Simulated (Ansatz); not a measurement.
## CaTlH3, from a guessed structure to a relaxed one

Starting from a made-up structure for CaTlH3, the aim is the relaxed cell, its shortest contacts and, where a second run follows, its electronic structure.

Program: Ansatz 0.2.0. Level of theory: DFT, PBE, plane-wave PAW, files of the set soft_1, scalar-relativistic, no spin, cell and ions relaxed at zero pressure; PAW set soft_1, in the first sound run; inputs show where later runs differ. Results are calculated unless marked as measured.

### Step 1. Starting point

The structure is cubic, space group Pm-3m (No. 221). The conventional cell has a = 3.952 Å, b = 3.952 Å, c = 3.952 Å, α = 90.00°, β = 90.00°, γ = 90.00°. Nearest to Tl lie 12 H at 2.79 Å. Nearest to Ca lie 6 H at 1.98 Å. Nearest to H lie 2 Ca at 1.98 Å. Farther neighbours are not listed.

### Step 2. Relaxing cell and atoms

The guessed cell has no reason to be at equilibrium. It is relaxed with the atoms, within the space group of the guess.

File input.yaml:

```yaml
crystal:
  lattice:
    - [3.952, 0.0, 0.0]
    - [0.0, 3.952, 0.0]
    - [0.0, 0.0, 3.952]
  atoms:
    - { symbol: Tl, position: [0.0, 0.0, 0.0] }
    - { symbol: Ca, position: [0.5, 0.5, 0.5] }
    - { symbol: H, position: [0.5, 0.5, 0.0] }
    - { symbol: H, position: [0.5, 0.0, 0.5] }
    - { symbol: H, position: [0.0, 0.5, 0.5] }
kpoints:
  mp_grid: { grid: [7, 7, 7] }
scf:
  occupations: { method: fermi_dirac, width: 0.05 }
hamiltonian:
  xc: pbe
  pseudopotentials: { kind: paw, azcp: { folder: soft_1 } }
relax:
  f_tol: 0.015
  max_steps: 70
  cell: {}
output:
  forces: true
  stress: true
```

Command:

```
$ ansatz run input.yaml --threads 4 --pin off --max-ram 8192MiB --backend cpu --events-out ev --progress --plain --runs-dir out
```

Numbers of over 12 decimals in the logs are rounded to 6 here.

The program printed:

```text
Engine: ansatz 0.2.0, x86_64-unknown-linux-gnu
Pseudopotentials: kind: paw
Pseudopotential: Tl, paw, valence charge 13, recommended cutoff 420 eV (normal), soft_1/Tl.paw.azcp
Pseudopotential: Ca, paw, valence charge 10, recommended cutoff 420 eV (normal), soft_1/Ca.paw.azcp
Pseudopotential: H, paw, valence charge 1, recommended cutoff 420 eV (normal), soft_1/H.paw.azcp
Functional definition: PBE
  parameter kappa = 0.804
  parameter beta = 0.066725
  exchange = pbe_x(kappa = kappa, mu = beta*pi^2/3)
  correlation = pbe_c(beta = beta)
Crystal: 5 atoms, lattice volume = 61.724 Å³
Basis set: ecut = 420 eV, 1213 PW (Γ), exchange–correlation on 54×54×54 points (8 copies of the dense FFT grid, shifted against one another)
Bands: 18, of which v1, the nominal top of the filled ones, is band 13 counted from 1 (12 counted from 0)
Symmetry: 48 space group operations
Space group: Pm-3m (ITA 221), of the structure as read, at distance tolerance 4.0e-5 Å
k-points: 20 of 343
Non-local potential: Tl, projectors of the file, l = 0: 2, l = 1: 2, l = 2: 2, l = 3: 1
Non-local potential: Ca, projectors of the file, l = 0: 3, l = 1: 2, l = 2: 2
Non-local potential: H, projectors of the file, l = 0: 2, l = 1: 1
PAW form: soft (Blöchl's): semilocal exchange-correlation on the pseudo side does not see the compensation charge
PAW one-centre angular grid: Tl, 590 points (default); XC on 64 Gauss nodes
PAW one-centre angular grid: Ca, 110 points (default); XC on 64 Gauss nodes
PAW one-centre angular grid: H, 110 points (default); XC on 64 Gauss nodes
Initial density: superposition of atomic densities (chi_scale 0.1, normalization cell, long waves kept (reshape's long-wave potential 0.01 eV rms))
Initial wavefunctions: pseudopotential atomic-orbital guess
Functional: x = pbe(κ = 0.804, μ = 0.219515), c = pbe(β = 0.066725)
SCF iter   1: F=—  HF=-13313.008330 eV  |F-HF|=—  |Δ(HF+E_count)|=         —  Δρ=8.37e-2  dr2=6.69e0  ethr=3.10e-3  ⟨swp⟩=7.0  Hψ=2066  notcnv=0
preconditioner: auto → Resta (q_TF=auto, 2.362 Å⁻¹)  ε∞=3.8  [insulator: Δε(μ)=0.196 eV  Ē_g=13.838 eV  σ=0.050 eV  W_gap=0.54  n_scr=18 (ndim 8)  ℏωp=23.2 eV  f_vac=0.000  D(μ)=0.50/eV (n_scr^D=0)  ε∞_Penn≈3.8]
SCF iter   2: F=—  HF=-13310.945090 eV  |F-HF|=—  |Δ(HF+E_count)|=    2.06e0  Δρ=3.62e-2  dr2=1.46e0  ethr=3.10e-3  ⟨swp⟩=2.9  Hψ=824  notcnv=0  defer=17
preconditioner: auto → Kerker (q_TF=auto, 2.362 Å⁻¹)  [metal: Δε(μ)=0.068 eV  Ē_g=14.601 eV  σ=0.050 eV  W_gap=0.30  n_scr=18 (ndim 8)  ℏωp=23.2 eV  f_vac=0.000  D(μ)=0.76/eV (n_scr^D=0)]
SCF iter   3: F=—  HF=-13310.397804 eV  |F-HF|=—  |Δ(HF+E_count)|=   5.47e-1  Δρ=7.18e-3  dr2=4.14e-2  ethr=3.10e-3  ⟨swp⟩=2.9  Hψ=689  notcnv=0  defer=17
SCF iter   4: F=—  HF=-13310.390588 eV  |F-HF|=—  |Δ(HF+E_count)|=   7.22e-3  Δρ=2.69e-3  dr2=6.49e-3  ethr=1.59e-4  ⟨swp⟩=2.1  Hψ=596  notcnv=0  defer=17
SCF iter   5: F=—  HF=-13310.389337 eV  |F-HF|=—  |Δ(HF+E_count)|=   1.25e-3  Δρ=5.06e-4  dr2=1.27e-4  ethr=2.50e-5  ⟨swp⟩=2.0  Hψ=504  notcnv=0  defer=17
SCF iter   6: F=—  HF=-13310.389411 eV  |F-HF|=—  |Δ(HF+E_count)|=   7.36e-5  Δρ=8.36e-5  dr2=3.14e-6  ethr=4.89e-7  ⟨swp⟩=2.1  Hψ=446  notcnv=0  defer=17
SCF iter   7: F=—  HF=-13310.389603 eV  |F-HF|=—  |Δ(HF+E_count)|=   1.92e-4  Δρ=2.22e-5  dr2=1.69e-7  ethr=1.21e-8  ⟨swp⟩=2.0  Hψ=608  notcnv=0  defer=17
SCF iter   8: F=-13310.389603 eV  HF=-13310.389603 eV  |F-HF|=1.20e-8  |Δ(HF+E_count)|=   3.05e-7  Δρ=4.72e-6  dr2=8.78e-9  ethr=3.85e-10  ⟨swp⟩=4.0  Hψ=1034  notcnv=0
SCF 1 converged in 8 iterations: F = -13310.389603 eV  dr2 = 8.78e-9
  greatest PAW one-centre occupation: 0.995 electrons in one spin orbital (limit 2), on the Ca atom at site 1 (counted from 0), in its partial waves of l = 0
relax step   1: F+E_penalty+E_count = -13310.38960304 eV  Δ(F+E_penalty+E_count) = +0.000e0 eV  max|allowed force component| = 2.442e-29 eV/Å  Δτ_max = 0.0000 Å  P = +14.631 GPa  Ω = 61.724 Å³  (8 SCF iters, dr2 threshold 1.00e-7 eV, accepted)
Crystal: 5 atoms, lattice volume = 71.198 Å³
Basis set: ecut = 420 eV, 1357 PW (Γ), exchange–correlation on 54×54×54 points (8 copies of the dense FFT grid, shifted against one another)
Initial density: handed on by an earlier stage of this run
Initial wavefunctions: those handed on with the density
iter 1 solved again at ethr=6.76e-4 eV; its pass at ethr=3.10e-3 eV (dr2=1.76e-1 eV) is discarded
SCF iter   1: F=—  HF=-13311.059437 eV  |F-HF|=—  |Δ(HF+E_count)|=         —  Δρ=1.15e-2  dr2=1.79e-1  ethr=6.76e-4  ⟨swp⟩=1.0  Hψ=2357  notcnv=0
preconditioner: auto → Resta (q_TF=auto, 2.307 Å⁻¹)  ε∞=3.1  [insulator: Δε(μ)=0.238 eV  Ē_g=15.013 eV  σ=0.050 eV  W_gap=0.55  n_scr=18 (ndim 8)  ℏωp=21.6 eV  f_vac=0.000  D(μ)=0.49/eV (n_scr^D=0)  ε∞_Penn≈3.1]
SCF iter   2: F=—  HF=-13311.002261 eV  |F-HF|=—  |Δ(HF+E_count)|=   5.72e-2  Δρ=3.91e-3  dr2=2.67e-2  ethr=6.76e-4  ⟨swp⟩=2.8  Hψ=589  notcnv=0
SCF iter   3: F=—  HF=-13310.992302 eV  |F-HF|=—  |Δ(HF+E_count)|=   9.96e-3  Δρ=9.44e-4  dr2=9.86e-4  ethr=1.03e-4  ⟨swp⟩=2.2  Hψ=613  notcnv=0  defer=14
SCF iter   4: F=—  HF=-13310.991983 eV  |F-HF|=—  |Δ(HF+E_count)|=   3.19e-4  Δρ=1.79e-4  dr2=1.82e-5  ethr=3.79e-6  ⟨swp⟩=2.0  Hψ=447  notcnv=0  defer=14
SCF iter   5: F=—  HF=-13310.991871 eV  |F-HF|=—  |Δ(HF+E_count)|=   1.12e-4  Δρ=3.39e-5  dr2=5.53e-7  ethr=7.01e-8  ⟨swp⟩=2.0  Hψ=586  notcnv=0  defer=14
SCF iter   6: F=-13310.991871 eV  HF=-13310.991871 eV  |F-HF|=1.02e-8  |Δ(HF+E_count)|=   6.04e-7  Δρ=3.65e-6  dr2=6.29e-9  ethr=1.92e-9  ⟨swp⟩=4.0  Hψ=1117  notcnv=0
SCF 2 converged in 6 iterations: F = -13310.991871 eV  dr2 = 6.29e-9
relax step   2: F+E_penalty+E_count = -13310.99187138 eV  Δ(F+E_penalty+E_count) = -6.023e-1 eV  max|allowed force component| = 6.324e-30 eV/Å  Δτ_max = 0.0000 Å  P = +6.625 GPa  Ω = 71.198 Å³  energy of the carried Pulay correction = -4.855e-3 eV  (6 SCF iters, dr2 threshold 5.00e-7 eV, accepted)
Crystal: 5 atoms, lattice volume = 81.511 Å³
Basis set: ecut = 420 eV, 1575 PW (Γ), exchange–correlation on 54×54×54 points (8 copies of the dense FFT grid, shifted against one another)
iter 1 solved again at ethr=5.59e-4 eV; its pass at ethr=3.10e-3 eV (dr2=1.45e-1 eV) is discarded
SCF iter   1: F=—  HF=-13311.278215 eV  |F-HF|=—  |Δ(HF+E_count)|=         —  Δρ=1.00e-2  dr2=1.48e-1  ethr=5.59e-4  ⟨swp⟩=1.0  Hψ=2412  notcnv=0
preconditioner: auto → Resta (q_TF=auto, 2.255 Å⁻¹)  ε∞=2.9  [insulator: Δε(μ)=0.613 eV  Ē_g=14.772 eV  σ=0.050 eV  W_gap=1.00  n_scr=18 (ndim 8)  ℏωp=20.1 eV  f_vac=0.000  D(μ)=0.00/eV (n_scr^D=0)  ε∞_Penn≈2.9]
SCF iter   2: F=—  HF=-13311.233312 eV  |F-HF|=—  |Δ(HF+E_count)|=   4.49e-2  Δρ=3.51e-3  dr2=2.37e-2  ethr=5.59e-4  ⟨swp⟩=2.5  Hψ=514  notcnv=0
SCF iter   3: F=—  HF=-13311.225679 eV  |F-HF|=—  |Δ(HF+E_count)|=   7.63e-3  Δρ=7.65e-4  dr2=7.33e-4  ethr=9.13e-5  ⟨swp⟩=2.1  Hψ=644  notcnv=0  defer=17
SCF iter   4: F=—  HF=-13311.225635 eV  |F-HF|=—  |Δ(HF+E_count)|=   4.47e-5  Δρ=1.23e-4  dr2=1.19e-5  ethr=2.82e-6  ⟨swp⟩=2.0  Hψ=424  notcnv=0  defer=17
SCF iter   5: F=—  HF=-13311.225161 eV  |F-HF|=—  |Δ(HF+E_count)|=   4.74e-4  Δρ=2.98e-5  dr2=6.91e-7  ethr=4.57e-8  ⟨swp⟩=2.0  Hψ=583  notcnv=0  defer=17
SCF iter   6: F=-13311.225161 eV  HF=-13311.225161 eV  |F-HF|=5.04e-8  |Δ(HF+E_count)|=   4.50e-7  Δρ=8.62e-6  dr2=4.70e-8  ethr=1.92e-9  ⟨swp⟩=4.0  Hψ=1178  notcnv=0
SCF 3 converged in 6 iterations: F = -13311.225161 eV  dr2 = 4.70e-8
relax step   3: F+E_penalty+E_count = -13311.22516141 eV  Δ(F+E_penalty+E_count) = -2.333e-1 eV  max|allowed force component| = 1.680e-30 eV/Å  Δτ_max = 0.0000 Å  P = +1.235 GPa  Ω = 81.511 Å³  energy of the carried Pulay correction = -9.416e-3 eV  (6 SCF iters, dr2 threshold 5.00e-7 eV, accepted)
Crystal: 5 atoms, lattice volume = 84.305 Å³
Basis set: ecut = 420 eV, 1647 PW (Γ), exchange–correlation on 54×54×54 points (8 copies of the dense FFT grid, shifted against one another)
iter 1 solved again at ethr=2.90e-5 eV; its pass at ethr=3.10e-3 eV (dr2=7.54e-3 eV) is discarded
SCF iter   1: F=—  HF=-13311.239717 eV  |F-HF|=—  |Δ(HF+E_count)|=         —  Δρ=2.30e-3  dr2=7.83e-3  ethr=2.90e-5  ⟨swp⟩=1.4  Hψ=2291  notcnv=0
preconditioner: auto → Resta (q_TF=auto, 2.243 Å⁻¹)  ε∞=3.3  [insulator: Δε(μ)=0.866 eV  Ē_g=11.326 eV  σ=0.050 eV  W_gap=1.00  n_scr=18 (ndim 8)  ℏωp=17.2 eV  f_vac=0.000  D(μ)=0.00/eV (n_scr^D=0)  ε∞_Penn≈3.3]
SCF iter   2: F=—  HF=-13311.237451 eV  |F-HF|=—  |Δ(HF+E_count)|=   2.27e-3  Δρ=8.77e-4  dr2=1.52e-3  ethr=2.90e-5  ⟨swp⟩=1.8  Hψ=383  notcnv=0
SCF iter   3: F=—  HF=-13311.236958 eV  |F-HF|=—  |Δ(HF+E_count)|=   4.93e-4  Δρ=1.79e-4  dr2=4.61e-5  ethr=5.86e-6  ⟨swp⟩=2.0  Hψ=421  notcnv=0
SCF iter   4: F=—  HF=-13311.236394 eV  |F-HF|=—  |Δ(HF+E_count)|=   5.63e-4  Δρ=3.22e-5  dr2=1.18e-6  ethr=1.77e-7  ⟨swp⟩=2.0  Hψ=448  notcnv=0
SCF iter   5: F=-13311.236395 eV  HF=-13311.236395 eV  |F-HF|=7.61e-8  |Δ(HF+E_count)|=   6.41e-7  Δρ=8.15e-6  dr2=4.67e-8  ethr=1.92e-9  ⟨swp⟩=4.0  Hψ=1189  notcnv=0
SCF 4 converged in 5 iterations: F = -13311.236395 eV  dr2 = 4.67e-8
relax step   4: F+E_penalty+E_count = -13311.23639477 eV  Δ(F+E_penalty+E_count) = -1.123e-2 eV  max|allowed force component| = 2.817e-30 eV/Å  Δτ_max = 0.0000 Å  P = +0.207 GPa  Ω = 84.305 Å³  energy of the carried Pulay correction = -1.054e-2 eV  (5 SCF iters, dr2 threshold 5.00e-7 eV, accepted)
Crystal: 5 atoms, lattice volume = 84.907 Å³
iter 1 solved again at ethr=1.16e-6 eV; its pass at ethr=3.10e-3 eV (dr2=3.01e-4 eV) is discarded
SCF iter   1: F=—  HF=-13311.237240 eV  |F-HF|=—  |Δ(HF+E_count)|=         —  Δρ=4.71e-4  dr2=3.34e-4  ethr=1.16e-6  ⟨swp⟩=2.0  Hψ=2206  notcnv=0
preconditioner: auto → Resta (q_TF=auto, 2.240 Å⁻¹)  ε∞=3.3  [insulator: Δε(μ)=0.923 eV  Ē_g=11.260 eV  σ=0.050 eV  W_gap=1.00  n_scr=18 (ndim 8)  ℏωp=17.1 eV  f_vac=0.000  D(μ)=0.00/eV (n_scr^D=0)  ε∞_Penn≈3.3]
SCF iter   2: F=—  HF=-13311.237144 eV  |F-HF|=—  |Δ(HF+E_count)|=   9.54e-5  Δρ=1.81e-4  dr2=6.52e-5  ethr=1.16e-6  ⟨swp⟩=2.0  Hψ=416  notcnv=0
SCF iter   3: F=—  HF=-13311.236552 eV  |F-HF|=—  |Δ(HF+E_count)|=   5.93e-4  Δρ=3.60e-5  dr2=2.14e-6  ethr=2.51e-7  ⟨swp⟩=2.0  Hψ=420  notcnv=0
SCF iter   4: F=-13311.236552 eV  HF=-13311.236552 eV  |F-HF|=2.38e-8  |Δ(HF+E_count)|=   1.75e-7  Δρ=1.01e-5  dr2=1.03e-7  ethr=4.12e-10  ⟨swp⟩=3.3  Hψ=1397  notcnv=0
SCF 5 converged in 4 iterations: F = -13311.236552 eV  dr2 = 1.03e-7
relax step   5: F+E_penalty+E_count = -13311.23655169 eV  Δ(F+E_penalty+E_count) = -1.569e-4 eV  max|allowed force component| = 4.119e-30 eV/Å  Δτ_max = 0.0000 Å  P = +0.004 GPa  Ω = 84.907 Å³  energy of the carried Pulay correction = -1.078e-2 eV  (4 SCF iters, dr2 threshold 1.07e-7 eV, accepted)
Basis set: ecut = 420 eV, 1647 PW (Γ), exchange–correlation on 60×60×60 points (8 copies of the dense FFT grid, shifted against one another)
Initial wavefunctions: pseudopotential atomic-orbital guess (no wavefunctions were taken with the density)
iter 1 solved again at ethr=4.39e-7 eV; its pass at ethr=3.10e-3 eV (dr2=1.14e-4 eV) is discarded
SCF iter   1: F=—  HF=-13311.249316 eV  |F-HF|=—  |Δ(HF+E_count)|=         —  Δρ=1.21e-3  dr2=1.02e-4  ethr=4.39e-7  ⟨swp⟩=2.8  Hψ=2878  notcnv=0
preconditioner: auto → Resta (q_TF=auto, 2.240 Å⁻¹)  ε∞=3.3  [insulator: Δε(μ)=0.936 eV  Ē_g=11.247 eV  σ=0.050 eV  W_gap=1.00  n_scr=18 (ndim 8)  ℏωp=17.1 eV  f_vac=0.000  D(μ)=0.00/eV (n_scr^D=0)  ε∞_Penn≈3.3]
SCF iter   2: F=—  HF=-13311.255616 eV  |F-HF|=—  |Δ(HF+E_count)|=   6.30e-3  Δρ=6.12e-4  dr2=2.17e-5  ethr=3.92e-7  ⟨swp⟩=2.0  Hψ=438  notcnv=0
SCF iter   3: F=—  HF=-13311.257780 eV  |F-HF|=—  |Δ(HF+E_count)|=   2.16e-3  Δρ=5.63e-5  dr2=3.04e-7  ethr=8.37e-8  ⟨swp⟩=2.0  Hψ=440  notcnv=0
SCF iter   4: F=—  HF=-13311.257785 eV  |F-HF|=—  |Δ(HF+E_count)|=   5.33e-6  Δρ=4.57e-6  dr2=9.60e-9  ethr=1.17e-9  ⟨swp⟩=2.0  Hψ=600  notcnv=0
SCF iter   5: F=—  HF=-13311.257785 eV  |F-HF|=—  |Δ(HF+E_count)|=   1.26e-7  Δρ=1.20e-6  dr2=1.13e-9  ethr=3.69e-11  ⟨swp⟩=2.0  Hψ=600  notcnv=0
SCF iter   6: F=-13311.257785 eV  HF=-13311.257785 eV  |F-HF|=2.51e-10  |Δ(HF+E_count)|=   7.09e-9  Δρ=2.49e-7  dr2=3.86e-11  ethr=1.00e-12  ⟨swp⟩=3.0  Hψ=1382  notcnv=0
SCF 6 converged in 6 iterations: F = -13311.257785 eV  dr2 = 3.86e-11
relax step   6: F+E_penalty+E_count = -13311.25778509 eV  Δ(F+E_penalty+E_count) = -2.123e-2 eV  max|allowed force component| = 9.321e-30 eV/Å  Δτ_max = 0.0000 Å  P = +0.173 GPa  Ω = 84.907 Å³  stress off target by 1.73e-1 GPa  SCF on the basis re-selected at this cell (its energy is not comparable with the rows above)  (6 SCF iters)
basis re-selected at this cell: Δ(F+E_penalty+E_count) = -2.123e-2 eV, ΔP = +0.169 GPa vs the last step (what re-selecting the basis moved, of the pressure what is left beyond the Pulay correction that the steps carried, after the strain that the cell walked since its last selection, with what the two solves' SCF thresholds leave and, on support functions, any second-order correction that the steps lacked; it is no measure of the basis error at this ecutwfc). The dense FFT grid was sized anew with the basis: this SCF ran on 30×30×30 points, the steps before it on 27×27×27, so part of this shift can come from that change (see relax.cell in the input reference). [rest of the remark cut]
Crystal: 5 atoms, lattice volume = 85.424 Å³
Basis set: ecut = 420 eV, 1743 PW (Γ), exchange–correlation on 60×60×60 points (8 copies of the dense FFT grid, shifted against one another)
iter 1 solved again at ethr=8.32e-7 eV; its pass at ethr=3.10e-3 eV (dr2=2.16e-4 eV) is discarded
SCF iter   1: F=—  HF=-13311.257985 eV  |F-HF|=—  |Δ(HF+E_count)|=         —  Δρ=3.99e-4  dr2=2.40e-4  ethr=8.32e-7  ⟨swp⟩=2.4  Hψ=2216  notcnv=0
preconditioner: auto → Resta (q_TF=auto, 2.238 Å⁻¹)  ε∞=3.3  [insulator: Δε(μ)=0.946 eV  Ē_g=11.246 eV  σ=0.050 eV  W_gap=1.00  n_scr=18 (ndim 8)  ℏωp=17.0 eV  f_vac=0.000  D(μ)=0.00/eV (n_scr^D=0)  ε∞_Penn≈3.3]
SCF iter   2: F=—  HF=-13311.257915 eV  |F-HF|=—  |Δ(HF+E_count)|=   6.93e-5  Δρ=1.53e-4  dr2=4.60e-5  ethr=8.32e-7  ⟨swp⟩=2.1  Hψ=435  notcnv=0
SCF iter   3: F=—  HF=-13311.257902 eV  |F-HF|=—  |Δ(HF+E_count)|=   1.33e-5  Δρ=3.23e-5  dr2=1.85e-6  ethr=1.77e-7  ⟨swp⟩=2.0  Hψ=420  notcnv=0
SCF iter   4: F=—  HF=-13311.257902 eV  |F-HF|=—  |Δ(HF+E_count)|=   2.40e-7  Δρ=9.29e-6  dr2=8.30e-8  ethr=7.12e-9  ⟨swp⟩=2.0  Hψ=436  notcnv=0
SCF iter   5: F=-13311.257902 eV  HF=-13311.257902 eV  |F-HF|=3.33e-9  |Δ(HF+E_count)|=   1.51e-8  Δρ=1.70e-6  dr2=2.29e-9  ethr=2.88e-10  ⟨swp⟩=4.0  Hψ=1032  notcnv=0
SCF 7 converged in 5 iterations: F = -13311.257902 eV  dr2 = 2.29e-9
relax step   7: F+E_penalty+E_count = -13311.25790198 eV  Δ(F+E_penalty+E_count) = -1.169e-4 eV  max|allowed force component| = 2.489e-30 eV/Å  Δτ_max = 0.0000 Å  P = +0.009 GPa  Ω = 85.424 Å³  energy of the carried Pulay correction = -1.766e-4 eV  (5 SCF iters, dr2 threshold 7.49e-8 eV, accepted)
iter 1 solved again at ethr=2.89e-8 eV; its pass at ethr=3.10e-3 eV (dr2=7.52e-6 eV) is discarded
SCF iter   1: F=—  HF=-13311.257642 eV  |F-HF|=—  |Δ(HF+E_count)|=         —  Δρ=1.51e-4  dr2=4.34e-7  ethr=2.89e-8  ⟨swp⟩=3.2  Hψ=3104  notcnv=0
preconditioner: auto → Resta (q_TF=auto, 2.238 Å⁻¹)  ε∞=3.3  [insulator: Δε(μ)=0.953 eV  Ē_g=11.234 eV  σ=0.050 eV  W_gap=1.00  n_scr=18 (ndim 8)  ℏωp=17.0 eV  f_vac=0.000  D(μ)=0.00/eV (n_scr^D=0)  ε∞_Penn≈3.3]
SCF iter   2: F=—  HF=-13311.257978 eV  |F-HF|=—  |Δ(HF+E_count)|=   3.36e-4  Δρ=7.59e-5  dr2=1.07e-7  ethr=1.67e-9  ⟨swp⟩=2.0  Hψ=620  notcnv=0
SCF iter   3: F=—  HF=-13311.258081 eV  |F-HF|=—  |Δ(HF+E_count)|=   1.03e-4  Δρ=6.21e-6  dr2=2.00e-9  ethr=4.11e-10  ⟨swp⟩=2.0  Hψ=445  notcnv=0
SCF iter   4: F=—  HF=-13311.258081 eV  |F-HF|=—  |Δ(HF+E_count)|=   6.37e-7  Δρ=7.01e-7  dr2=1.70e-10  ethr=7.68e-12  ⟨swp⟩=2.0  Hψ=600  notcnv=0
SCF iter   5: F=-13311.258081 eV  HF=-13311.258081 eV  |F-HF|=3.27e-11  |Δ(HF+E_count)|=  5.17e-10  Δρ=1.36e-7  dr2=1.05e-11  ethr=1.00e-12  ⟨swp⟩=4.0  Hψ=1200  notcnv=0
SCF 8 converged in 5 iterations: F = -13311.258081 eV  dr2 = 1.05e-11
relax step   8: F+E_penalty+E_count = -13311.25808145 eV  Δ(F+E_penalty+E_count) = -1.795e-4 eV  max|allowed force component| = 3.693e-30 eV/Å  Δτ_max = 0.0000 Å  P = +0.010 GPa  Ω = 85.424 Å³  stress off target by 1.00e-2 GPa  SCF on the basis re-selected at this cell (its energy is not comparable with the rows above)  (5 SCF iters)
basis re-selected at this cell: Δ(F+E_penalty+E_count) = -1.795e-4 eV, ΔP = +0.001 GPa vs the last step (what re-selecting the basis moved, of the pressure what is left beyond the Pulay correction that the steps carried, after the strain that the cell walked since its last selection, with what the two solves' SCF thresholds leave and, on support functions, any second-order correction that the steps lacked; it is no m [...]
SCF converged after 5 iterations
Free energy (F): -13311.258081 eV
Harris-Foulkes:  -13311.258081 eV  (|F-HF|=3.27e-11)
Internal energy: -13311.258077 eV  (E = F + TS)
E sigma→0 (E₀):  -13311.258079 eV
Entropy (-TS):   -0.000004 eV (-0.001 meV/atom)
Fermi energy:    4.759687 eV
--- Per-component energies (eV) ---
  E_band       = -214.212988
  E_kinetic    = 558.124516
  E_local      = -1835.689546  (includes V_loc(G=0)·N_el)
  E_nonlocal   = 407.592320
  E_hartree    = 642.286208
  E_xc         = -340.895881
  E_vxc        = -316.492003  (∫ρ·V_xc dr)
  E_paw        = -11050.773460  (= ΣΔE_a)
  E_vpaw       = -312.318045  (= ΣTr[D̂ρ^β])
  E_aug_tail   = -0.002685  (compensation charges beyond the density's cutoff)
  E_ewald      = -1691.899550
  E_smearing   = -0.000004  (= −TS)
  E_closure    = -0.000000  (closes the sum)
  Σ components = -13311.258081   (vs F -13311.258081, Δ=0.00e0)
--- Forces (eV/Å), atoms counted from 1 ---
  atom   1  Tl     0.00000000     0.00000000    -0.00000000
  atom   2  Ca     0.00000000    -0.00000000     0.00000000
  atom   3  H     -0.00000000    -0.00000000     0.00000000
  atom   4  H     -0.00000000     0.00000000     0.00000000
  atom   5  H     -0.00000000    -0.00000000     0.00000000
  max |Σ_I F_I| component: 5.20e-30 eV/Å
--- Stress (GPa, compression-positive) ---
        0.010007      -0.000000      -0.000000
       -0.000000       0.010007      -0.000000
       -0.000000      -0.000000       0.010007
  P = ⅓ Tr σ = 0.0100 GPa (0.100 kbar)
--- Relaxed structure (6 steps of the walk, 6 accepted, 2 SCFs on fresh bases) ---
  F+E_penalty+E_count = -13311.25808145 eV   max|allowed force component| = 3.693e-30 eV/Å   (the final SCF, on the basis selected at the relaxed cell)
  cell:  # Å, volume = 85.4244 Å³
    - [4.404136, 0, 0]
    - [0, 4.404136, 0]
    - [0, 0, 4.404136]
  atoms:
    - { symbol: Tl, position: [0, 0, 0] }
    - { symbol: Ca, position: [0.5, 0.5, 0.5] }
    - { symbol: H, position: [0.5, 0.5, 0] }
    - { symbol: H, position: [0.5, 0, 0.5] }
    - { symbol: H, position: [0, 0.5, 0.5] }
```

Run time: 2.4 s. Hardware: 4 threads of AMD EPYC 9R14 (Zen 4), shared host; peak memory 0.44 GiB.

The steps of the relaxation:

| step | energy less that of the first step (eV) | largest force component (eV/Å) | pressure (GPa) | volume (Å³) |
| --- | --- | --- | --- | --- |
| 1 | 0.0000 | 0.0000 | 14.63 | 61.72 |
| 2 | -0.6023 | 0.0000 | 6.63 | 71.20 |
| 3 | -0.8356 | 0.0000 | 1.23 | 81.51 |
| 4 | -0.8468 | 0.0000 | 0.21 | 84.31 |
| 5 | -0.8469 | 0.0000 | 0.00 | 84.91 |
| 6* | -0.8682 | 0.0000 | 0.17 | 84.91 |
| 7 | -0.8683 | 0.0000 | 0.01 | 85.42 |
| 8* | -0.8685 | 0.0000 | 0.01 | 85.42 |

Relaxation steps marked * repeat the geometry before them on a plane-wave basis chosen anew for their cell, so energy and pressure can jump there.

Forces are held to the 48 operations that the run works with; a distortion that breaks them can't arise in this run.

| conventional cell, symmetrised | before | after | change |
| --- | --- | --- | --- |
| a (Å) | 3.952 | 4.404 | +11.4 % |
| b (Å) | 3.952 | 4.404 | +11.4 % |
| c (Å) | 3.952 | 4.404 | +11.4 % |
| volume (Å³/atom) | 12.34 | 17.08 | +38.4 % |

The relaxed structure:

```cif
data_structure
_symmetry_space_group_name_H-M 'P 1'
_symmetry_Int_Tables_number 1
_cell_length_a 4.4041
_cell_length_b 4.4041
_cell_length_c 4.4041
_cell_angle_alpha 90.000
_cell_angle_beta 90.000
_cell_angle_gamma 90.000
_cell_volume 85.42
loop_
_atom_site_label
_atom_site_type_symbol
_atom_site_fract_x
_atom_site_fract_y
_atom_site_fract_z
_atom_site_occupancy
Tl1 Tl 0.00000 0.00000 0.00000 1
Ca2 Ca 0.50000 0.50000 0.50000 1
H3 H 0.50000 0.50000 0.00000 1
H4 H 0.50000 0.00000 0.50000 1
H5 H 0.00000 0.50000 0.50000 1
```

This step gave:

| Item | Value |
| --- | --- |
| free energy | -13311.2581 eV |
| Fermi energy | 4.760 eV |
| gap by band count | 0.9530 eV |
| electrons | 26 |
| symmetry operations | 48 |
| pressure | 0.01001 GPa |

[end of part 1 of 2]

[Logs are printed without paths, hosts, clocks, repeated set-up lines and the standing remarks that a program may print on its own settings, such as how far it seeks lower states.]

[Hosts, paths, dates, database ids (printed as entryN), source tags and the programs' standing remarks are cut or masked in the printed files.]
